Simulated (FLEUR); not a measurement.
## Anisotropy of Co (volume factor 0.96 on the database's cell) with FLEUR

Wanted: anisotropy for Co (volume factor 0.96 on the database's cell), with the cost of each step.

Program: FLEUR MaX-R8.1. Level of theory: PBE; all-electron FLAPW, Dirac cores, scalar-relativistic bands. Results are calculated unless marked as measured.

### 1. Starting point

Symmetry: P6_3/mmc, No. 194, hexagonal system. Conventional cell: a = 2.474 Å, b = 2.474 Å, c = 4.015 Å, α = 90.00°, β = 90.00°, γ = 120.00°. Nearest to Co lie 12 Co at 2.46 to 2.47 Å.

Coordinates:

```cif
data_structure
_symmetry_space_group_name_H-M 'P6_3/mmc'
_symmetry_Int_Tables_number 194
_cell_length_a 2.4735
_cell_length_b 2.4735
_cell_length_c 4.0149
_cell_angle_alpha 90.000
_cell_angle_beta 90.000
_cell_angle_gamma 120.000
_cell_volume 21.27
loop_
_atom_site_label
_atom_site_type_symbol
_atom_site_symmetry_multiplicity
_atom_site_Wyckoff_symbol
_atom_site_fract_x
_atom_site_fract_y
_atom_site_fract_z
_atom_site_occupancy
Co1 Co 2 c 0.33333 0.66667 0.25000 1
```

The cell is strained on purpose: volume factor 0.96 on the database's cell.

### 2. The magnetic state

The force theorems are single passes in this state's potential, so it has to be converged first.

No symmetry is used, so that later steps may turn the spins freely; k and −k are joined. inpgen writes inp.xml from crystal.txt; cutoffs, mixing, functional, smearing and local orbitals are then set in the file. The k list scf (kpts.xml, not shown) is a Γ-centred 14×14×8 mesh; where the ranks do not divide the number of points, some are split in two of half the weight.

The input, inp.xml:

```
<?xml version="1.0" encoding="UTF-8" standalone="no"?>
<fleurInput fleurInputVersion="0.39">
   <comment>
      Co
   </comment>
   <calculationSetup>
      <cutoffs Kmax="3.61" Gmax="10.8" GmaxXC="10.8" numbands="0"/>
      <scfLoop itmax="110" minDistance="0.00002" maxIterBroyd="15" imix="Anderson" alpha="0.05" precondParam="0.0" spinf="2.0" sdNocoIR="T"/>
      <coreElectrons ctail="F" frcor="F" kcrel="0" coretail_lmax="0"/>
      <xcFunctional name="pbe" relativisticCorrections="F"/>
      <magnetism jspins="2" l_noco="F" l_ss="F">
         <qss>0.0 0.0 0.0</qss>
         <mtNocoParams l_mperp="F" l_mtNocoPot="F" l_relaxSQA="F" mag_mixing_scheme="0" mix_RelaxWeightOffD="1.0" l_constrained="F" mix_constr="1.0"/>
         <sourceFreeMag l_sourceFree="F" l_scaleMag="F" mag_scale="1.0"/>
      </magnetism>
      <soc l_soc="F" theta="0.0" phi="0.0" spav="F"/>
      <expertModes spex="0" secvar="F"/>
      <geometryOptimization l_f="F" forcealpha="1.0" forcemix="BFGS" epsdisp="0.00001" epsforce="0.00001"/>
      <ldaU l_linMix="F" mixParam="0.05" spinf="1.0"/>
   </calculationSetup>
   <cell>
      <bzIntegration valenceElectrons="34.0" mode="hist" fermiSmearingEnergy="0.00183747">
         <kPointListSelection listName="scf"/>
         <xi:include xmlns:xi="http://www.w3.org/2001/XInclude" href="kpts.xml"> </xi:include>
      </bzIntegration>
      <xi:include xmlns:xi="http://www.w3.org/2001/XInclude" href="sym.xml"> </xi:include>
      <bulkLattice scale="1.0">
         <bravaisMatrix>
            <row-1>    4.6742603587282447     0.0000000001322808     0.0000000000000000</row-1>
            <row-2>   -2.3371301794775059     4.0480282144906017     0.0000000000000000</row-2>
            <row-3>    0.0000000000000000     0.0000000000000000     7.5870512320327279</row-3>
         </bravaisMatrix>
      </bulkLattice>
   </cell>
   <atomSpecies>
      <species name="Cobalt (Co2.000" element="Co" atomicNumber="27">
         <mtSphere radius="2.27" gridPoints="751" logIncrement="0.016"/>
         <atomicCutoffs lmax="8" lnonsphr="6"/>
         <electronConfig flipSpins="F">
            <coreConfig>(1s1/2) (2s1/2) (2p1/2) (2p3/2)</coreConfig>
            <valenceConfig>(3s1/2) (3p1/2) (3p3/2) (4s1/2) (3d3/2) (3d5/2)</valenceConfig>
            <stateOccupation state="(3d3/2)" spinUp="1.5" spinDown="1.3"/>
            <stateOccupation state="(3d5/2)" spinUp="3.0" spinDown="1.2"/>
         </electronConfig>
         <energyParameters s="4" p="4" d="3" f="4"/>
         <lo type="SCLO" l="0" n="3" eDeriv="0"/>
         <lo type="SCLO" l="1" n="3" eDeriv="0"/>
      </species>
   </atomSpecies>
   <atomGroups>
      <atomGroup species="Cobalt (Co2.000">
         <relPos label="                   1">1.000/3.000 -1.000/3.000 1.000/4.000</relPos>
         <force calculate="T" relaxXYZ="TTT"/>
         <nocoParams  alpha="0.0" beta="0.0"/>
      </atomGroup>
      <atomGroup species="Cobalt (Co2.000">
         <relPos label="                   2">-1.000/3.000 1.000/3.000 -1.000/4.000</relPos>
         <force calculate="T" relaxXYZ="TTT"/>
         <nocoParams  alpha="0.0" beta="0.0"/>
      </atomGroup>
   </atomGroups>
   <output dos="F" band="F" slice="F">
      <bandDOS minEnergy="-.5*Htr" maxEnergy="0.5*Htr" sigma="0.015" storeEVData="T"/>
      <plotting iplot="0" polar="F">
         <plot TwoD="T" vec1="  1.0  0.0  0.0" vec2="  0.0  1.0  0.0" vec3="  0.0  0.0  1.0" zero="  0.0  0.0  0.0" file="plot"/>
      </plotting>
      <moessbauerParams electricFieldGradient="F" isomerShift="F" coreHyperfine="F" valenceHyperfine="F"/>
   </output>
</fleurInput>
```

The input, crystal.txt:

```
Co
&input film=F cartesian=F /
2.47351205970  0.00000000007  0.00000000000
-1.23675602991  2.14212428023  0.00000000000
0.00000000000  0.00000000000  4.01489461000
1.8897261246
1.0 1.0 1.0

2
27 0.33333333333  0.66666666667  0.25000000000 : 2.000
27 0.66666666667  0.33333333333  0.75000000000 : 2.000

&kpt div1=14 div2=14 div3=8 gamma=T /
```

Launch:

```console
> OMP_NUM_THREADS=1 inpgen -f crystal.txt -nosym -noco > inpgen.log  # inp.xml is then edited as shown
> OMP_NUM_THREADS=1 mpirun -n 8 fleur_MPI > fleur.log
```

What it wrote:

```text
Welcome to FLEUR        (www.flapw.de)
      MaX-Release 8.1          (www.max-centre.eu)

 ========== k-point set info ==========
 Selected k-point list: scf
 k-point list type: mesh
 0 x 0 x 0
 Number of k points: 792

 ------------Calculation Setup---------------------------
 Number of MPI-tasks      :            8
 Number of PE/node        :            8
 Number of OMP-threads    :            1
 k-points in parallel     :            8
 pe's per k-point         :            1
 No of k-point loops      :           99
 Eigenvalue solver        :       lapack
 Number of basis functions:          136
 Approximate size of matrices (H+S) per k-point:         0.001 GB
 --------------------------------------------------------
 Iteration:     1   Distance:       9.55313045 me/bohr^3
 Iteration:     2   Distance:       7.82281526 me/bohr^3
 Iteration:     3   Distance:       4.45392726 me/bohr^3
 Iteration:     4   Distance:       1.94708497 me/bohr^3
 Iteration:     5   Distance:       1.06718960 me/bohr^3
 Iteration:     6   Distance:       0.66419966 me/bohr^3
 Iteration:     7   Distance:       0.28896574 me/bohr^3
 Iteration:     8   Distance:       0.14611452 me/bohr^3
 Iteration:     9   Distance:       0.08207881 me/bohr^3
 Iteration:    10   Distance:       0.03540656 me/bohr^3
 Iteration:    11   Distance:       0.02908594 me/bohr^3
 Iteration:    12   Distance:       0.01231877 me/bohr^3
 Iteration:    13   Distance:       0.00673850 me/bohr^3
 Iteration:    14   Distance:       0.00167306 me/bohr^3
 Iteration:    15   Distance:       0.00027027 me/bohr^3
 Iteration:    16   Distance:       0.00026135 me/bohr^3
 Iteration:    17   Distance:       0.00023485 me/bohr^3
 Iteration:    18   Distance:       0.00003637 me/bohr^3
 Iteration:    19   Distance:       0.00001500 me/bohr^3

 ********************************************************************
 Run finished successfully
 Stop message:
   all done
 ********************************************************************

--- out.xml (last complete iteration) ---
<iteration numberForCurrentRun="   19" overallNumber="   19">
         <energyParameters units="Htr">
            <atomicEP atomType="1" spin="1" branch="4s" branchLowest="-3.15" branchHighest="1.84" value="0.2092602422"/>
            <atomicEP atomType="1" spin="1" branch="4p" branchLowest="-1.79" branchHighest="2.44" value="0.3458209127"/>
            <atomicEP atomType="1" spin="1" branch="3d" branchLowest="-9.99" branchHighest="0.40" value="0.2771716806"/>
            <atomicEP atomType="1" spin="1" branch="4f" branchLowest="-9.99" branchHighest="3.65" value="0.6627514394"/>
            <loAtomicEP atomType="1" spin="1" branch="3s" branchLowest="-32.41" branchHighest="-3.15" value="-3.1604579209"/>
            <loAtomicEP atomType="1" spin="1" branch="3p" branchLowest="-27.66" branchHighest="-1.79" value="-1.8108302293"/>
            <atomicEP atomType="2" spin="1" branch="4s" branchLowest="-3.15" branchHighest="1.84" value="0.2092602422"/>
            <atomicEP atomType="2" spin="1" branch="4p" branchLowest="-1.79" branchHighest="2.44" value="0.3458209127"/>
            <atomicEP atomType="2" spin="1" branch="3d" branchLowest="-9.99" branchHighest="0.40" value="0.2771716806"/>
            <atomicEP atomType="2" spin="1" branch="4f" branchLowest="-9.99" branchHighest="3.65" value="0.6627514394"/>
            <loAtomicEP atomType="2" spin="1" branch="3s" branchLowest="-32.41" branchHighest="-3.15" value="-3.1604579209"/>
            <loAtomicEP atomType="2" spin="1" branch="3p" branchLowest="-27.66" branchHighest="-1.79" value="-1.8108302293"/>
            <atomicEP atomType="1" spin="2" branch="4s" branchLowest="-3.08" branchHighest="1.89" value="0.1949183197"/>
            <atomicEP atomType="1" spin="2" branch="4p" branchLowest="-1.72" branchHighest="2.48" value="0.3262649337"/>
            <atomicEP atomType="1" spin="2" branch="3d" branchLowest="-9.99" branchHighest="0.47" value="0.3255943423"/>
            <atomicEP atomType="1" spin="2" branch="4f" branchLowest="-9.99" branchHighest="3.69" value="0.6395278297"/>
            <loAtomicEP atomType="1" spin="2" branch="3s" branchLowest="-32.38" branchHighest="-3.08" value="-3.0871068006"/>
            <loAtomicEP atomType="1" spin="2" branch="3p" branchLowest="-27.63" branchHighest="-1.72" value="-1.7395074864"/>
            <atomicEP atomType="2" spin="2" branch="4s" branchLowest="-3.08" branchHighest="1.89" value="0.1949183197"/>
            <atomicEP atomType="2" spin="2" branch="4p" branchLowest="-1.72" branchHighest="2.48" value="0.3262649337"/>
            <atomicEP atomType="2" spin="2" branch="3d" branchLowest="-9.99" branchHighest="0.47" value="0.3255943423"/>
            <atomicEP atomType="2" spin="2" branch="4f" branchLowest="-9.99" branchHighest="3.69" value="0.6395278297"/>
            <loAtomicEP atomType="2" spin="2" branch="3s" branchLowest="-32.38" branchHighest="-3.08" value="-3.0871068006"/>
            <loAtomicEP atomType="2" spin="2" branch="3p" branchLowest="-27.63" branchHighest="-1.72" value="-1.7395074864"/>
         </energyParameters>
         <bandgap value="0.0040937204" units="eV"/>
         <sumValenceSingleParticleEnergies value="-28.7976817651" units="Htr"/>
         <FermiEnergy value="0.3686352686" units="Htr"/>
         <valenceDensity>
            <mtCharges spin="1">
               <mtCharge atomType="1" total="8.8318515" s="1.2073320" p="3.1878268" d="4.4156559" f="0.0157412"/>
               <mtCharge atomType="2" total="8.8318515" s="1.2073320" p="3.1878268" d="4.4156559" f="0.0157412"/>
            </mtCharges>
            <mtCharges spin="2">
               <mtCharge atomType="1" total="7.2163460" s="1.2185686" p="3.2328893" d="2.7449433" f="0.0152888"/>
               <mtCharge atomType="2" total="7.2163460" s="1.2185686" p="3.2328893" d="2.7449433" f="0.0152888"/>
            </mtCharges>
            <spinDependentCharge spin="1" total="18.5535879" interstitial="0.8898850" mtSpheres="17.6637029"/>
            <spinDependentCharge spin="2" total="15.4464121" interstitial="1.0137200" mtSpheres="14.4326920"/>
            <totalCharge value="34.0000000000"/>
         </valenceDensity>
         <coreStates atomType="     1" atomicNumber=" 27" spin="1" kinEnergy="    624.7541285573" eigValSum="   -393.7540865166" lostElectrons=" 0.000000">
            <state n="1" l="0" j="0.5" energy="-278.3450105277" weight="1.0000000000"/>
            <state n="2" l="0" j="0.5" energy="-32.4107936030" weight="1.0000000000"/>
            <state n="2" l="1" j="0.5" energy="-28.0290035154" weight="1.0000000000"/>
            <state n="2" l="1" j="1.5" energy="-27.4846394353" weight="2.0000000000"/>
         </coreStates>
         <coreStates atomType="     1" atomicNumber=" 27" spin="2" kinEnergy="    625.1046015098" eigValSum="   -393.6407832119" lostElectrons=" 0.000000">
            <state n="1" l="0" j="0.5" energy="-278.3453530195" weight="1.0000000000"/>
            <state n="2" l="0" j="0.5" energy="-32.3758779588" weight="1.0000000000"/>
            <state n="2" l="1" j="0.5" energy="-28.0033052174" weight="1.0000000000"/>
            <state n="2" l="1" j="1.5" energy="-27.4581235081" weight="2.0000000000"/>
         </coreStates>
         <coreStates atomType="     2" atomicNumber=" 27" spin="1" kinEnergy="    624.7541285573" eigValSum="   -393.7540865166" lostElectrons=" 0.000000">
            <state n="1" l="0" j="0.5" energy="-278.3450105277" weight="1.0000000000"/>
            <state n="2" l="0" j="0.5" energy="-32.4107936030" weight="1.0000000000"/>
            <state n="2" l="1" j="0.5" energy="-28.0290035154" weight="1.0000000000"/>
            <state n="2" l="1" j="1.5" energy="-27.4846394353" weight="2.0000000000"/>
         </coreStates>
         <coreStates atomType="     2" atomicNumber=" 27" spin="2" kinEnergy="    625.1046015098" eigValSum="   -393.6407832119" lostElectrons=" 0.000000">
            <state n="1" l="0" j="0.5" energy="-278.3453530195" weight="1.0000000000"/>
            <state n="2" l="0" j="0.5" energy="-32.3758779588" weight="1.0000000000"/>
            <state n="2" l="1" j="0.5" energy="-28.0033052174" weight="1.0000000000"/>
            <state n="2" l="1" j="1.5" energy="-27.4581235081" weight="2.0000000000"/>
         </coreStates>
         <allElectronCharges>
            <spinDependentCharge spin="1" total="28.5535879" interstitial="0.8898850" mtSpheres="27.6637029"/>
            <spinDependentCharge spin="2" total="25.4464121" interstitial="1.0137200" mtSpheres="24.4326920"/>
            <totalCharge value="54.0000000004"/>
         </allElectronCharges>
         <magneticMomentsInMTSpheres units="muBohr">
            <globalMagMoment atomType="1" vec="0.00000   0.00000   1.61551"/>
            <localMagMoment atomType="1" vec="0.00000   0.00000   1.61551"/>
            <globalMagMoment atomType="2" vec="0.00000   0.00000   1.61551"/>
            <localMagMoment atomType="2" vec="0.00000   0.00000   1.61551"/>
         </magneticMomentsInMTSpheres>
         <moessbauerParams unitsHFF="kG" unitsIS="e/bohr^3" unitsEFG="Htr/bohr^2">
         </moessbauerParams>
         <totalEnergy value="    -2786.9505317889" units="Htr">
            <sumOfEigenvalues value="    -1603.5874212220">
               <coreElectrons value="-1574.7897394570"/>
               <valenceElectrons value="-28.7976817651"/>
            </sumOfEigenvalues>
            <densityCoulombPotentialIntegral value="-4276.8127793962"/>
            <densityEffectivePotentialIntegral value="-4431.8875984355"/>
            <chargeDenXCDenIntegral value="-119.4178815894"/>
            <FockExchangeEnergyValence value="0.0000000000"/>
            <FockExchangeEnergyCore value="0.0000000000"/>
            <atomTypeDependentContributions atomType="1">
               <electronNucleiInteractionDifferentMTs value="1668.4700350361"/>
               <MadelungTerm value="-10.2431838213"/>
            </atomTypeDependentContributions>
            <atomTypeDependentContributions atomType="2">
               <electronNucleiInteractionDifferentMTs value="1668.4700350361"/>
               <MadelungTerm value="-10.2431838213"/>
            </atomTypeDependentContributions>
            <tkbTimesEntropy value="0.0005475795"/>
            <freeEnergy value="-2786.9510793684"/>
            <extrapolationTo0K value="-2786.9508055787"/>
         </totalEnergy>
         <densityConvergence units="me/bohr^3">
            <chargeDensity spin="1" distance="0.0000058586"/>
            <chargeDensity spin="2" distance="0.0000110179"/>
            <overallChargeDensity distance="0.0000149979"/>
            <spinDensity distance="0.0000093003"/>
         </densityConvergence>
      </iteration>
```

Elapsed: 66 s, on 8 MPI ranks of Arm Neoverse V2, shared host; peak memory 0.76 GiB.

This step gave:

* free energy: -75836.8023 eV
* program's band gap on this mesh (in a metal only a level spacing): 0.004094 eV
* magnetization: 3.107 μB
* final state: ferromagnetic
* largest moment: 1.616 μB

After 19 cycles the largest moment stands at 1.62 μB.

### 3. Anisotropy by the force theorem, rung 1

Anisotropy is a small difference, so it is taken from sums over occupied states at a frozen potential, where most errors cancel.

One pass with spin–orbit coupling for each direction, from the saved density. Inversion lets half of the mesh serve, which the program's warning doesn't know. The k list mae (kpts.xml, not shown) is a Γ-centred 18×18×10 mesh.

inp.xml: that of step 2 with these lines changed.

```diff
@@ -6,4 +6,4 @@
    <calculationSetup>
-      <cutoffs Kmax="3.61" Gmax="10.8" GmaxXC="10.8" numbands="0"/>
-      <scfLoop itmax="110" minDistance="0.00002" maxIterBroyd="15" imix="Anderson" alpha="0.05" precondParam="0.0" spinf="2.0" sdNocoIR="T"/>
+      <cutoffs Kmax="3.61" Gmax="10.8" GmaxXC="10.8" numbands="74"/>
+      <scfLoop itmax="1" minDistance="0.00002" maxIterBroyd="15" imix="Anderson" alpha="0.05" precondParam="0.0" spinf="2.0" sdNocoIR="T"/>
       <coreElectrons ctail="F" frcor="F" kcrel="0" coretail_lmax="0"/>
@@ -15,3 +15,3 @@
       </magnetism>
-      <soc l_soc="F" theta="0.0" phi="0.0" spav="F"/>
+      <soc l_soc="T" theta="0.0" phi="0.0" spav="F"/>
       <expertModes spex="0" secvar="F"/>
@@ -22,3 +22,3 @@
       <bzIntegration valenceElectrons="34.0" mode="hist" fermiSmearingEnergy="0.00183747">
-         <kPointListSelection listName="scf"/>
+         <kPointListSelection listName="mae"/>
          <xi:include xmlns:xi="http://www.w3.org/2001/XInclude" href="kpts.xml"> </xi:include>
@@ -68,2 +68,5 @@
    </output>
+   <forceTheorem>
+      <MAE theta="0.0 1.5707963 1.5707963 0.7853982" phi="0.0 0.0 0.5235988 0.0"/>
+   </forceTheorem>
 </fleurInput>
```

Launch:

```console
> OMP_NUM_THREADS=1 mpirun -n 8 fleur_MPI -warn_only > fleur.log
```

What it wrote:

```text
[banner, memory and clock lines left out]
Welcome to FLEUR        (www.flapw.de)
      MaX-Release 8.1          (www.max-centre.eu)
************FLEUR-Warning*****************
Error message: k-point set is not compatible to missing time-reversal symmetry in calculation.
Error occurred in subroutine: gen_bz
Error from PE:0/8
Other PEs with error messages:
     2-k-point set is not compatible to missing time-reversal symmetry in calculation.
     5-k-point set is not compatible to missing time-reversal symmetry in calculation.
     6-k-point set is not compatible to missing time-reversal symmetry in calculation.
*****************************************

 ========== k-point set info ==========
 Selected k-point list: mae
 k-point list type: mesh
 0 x 0 x 0
 Number of k points: 1624

 [... set-up left out ...]
 ********************************************************************
 Run finished successfully
 Stop message:
   Forcetheorem MAE
 ********************************************************************

--- out.xml (force theorem) ---
<Forcetheorem_MAE Angles="4" units="Htr">
            <Angle theta="0.0000000" phi="0.0000000" ev-sum="-28.799383530"/>
            <Angle theta="1.5707963" phi="0.0000000" ev-sum="-28.799381699"/>
            <Angle theta="1.5707963" phi="0.5235988" ev-sum="-28.799381679"/>
            <Angle theta="0.7853982" phi="0.0000000" ev-sum="-28.799382673"/>
         </Forcetheorem_MAE>
```

It took 49 s on 8 MPI ranks; peak memory 1.6 GiB; 6.6 min of CPU time.

Anisotropy energies, by row:

```csv
axis,x,y,z,band energy less the first axis' (meV a cell)
[001],0,0,1,0
[100],1,0,0,0.04982
[210],0.866,0.5,0,0.05037
45 degrees from [001] toward [100],0.7071,0,0.7071,0.02332
```

Indices are those of the standard conventional cell; x, y, z give the same directions in the axes of the input.

### 4. Energy against the direction of the moments, rung 2

A second rung shows how far the first can be trusted.

The k list mae (kpts.xml, not shown) is a Γ-centred 26×26×14 mesh.

inp.xml is that of step 3.

What it wrote:

```text
[banner, memory and clock lines left out]
Welcome to FLEUR        (www.flapw.de)
      MaX-Release 8.1          (www.max-centre.eu)
************FLEUR-Warning*****************
Error message: k-point set is not compatible to missing time-reversal symmetry in calculation.
Error occurred in subroutine: gen_bz
Error from PE:0/8
*****************************************

 ========== k-point set info ==========
 Selected k-point list: mae
 k-point list type: mesh
 0 x 0 x 0
 Number of k points: 4736

 [... set-up left out ...]
 ********************************************************************
 Run finished successfully
 Stop message:
   Forcetheorem MAE
 ********************************************************************

--- out.xml (force theorem) ---
<Forcetheorem_MAE Angles="4" units="Htr">
            <Angle theta="0.0000000" phi="0.0000000" ev-sum="-28.799286248"/>
            <Angle theta="1.5707963" phi="0.0000000" ev-sum="-28.799286436"/>
            <Angle theta="1.5707963" phi="0.5235988" ev-sum="-28.799286445"/>
            <Angle theta="0.7853982" phi="0.0000000" ev-sum="-28.799286363"/>
         </Forcetheorem_MAE>
```

It took 2.3 min on 8 MPI ranks; peak memory 3.9 GiB.

Anisotropy energies, by row:

```csv
axis,x,y,z,band energy less the first axis' (meV a cell)
[001],0,0,1,0
[100],1,0,0,-0.005116
[210],0.866,0.5,0,-0.005361
45 degrees from [001] toward [100],0.7071,0,0.7071,-0.003129
```

(Continued in part 2 of 2.)

[Logs and program files are shortened in this print: banners, set-up blocks, solver, clock and traceback lines can be left out without a mark of their own.]

[Logs are printed without paths, hosts, clocks, repeated set-up lines and the standing remarks that a program may print on its own settings, such as how far it seeks lower states.]

[Hosts, paths, dates, database ids (printed as entryN), source tags and the programs' standing remarks are cut or masked in the printed files.]

[Where a cell is said to come from a database of computed structures, the database is the Materials Project.]
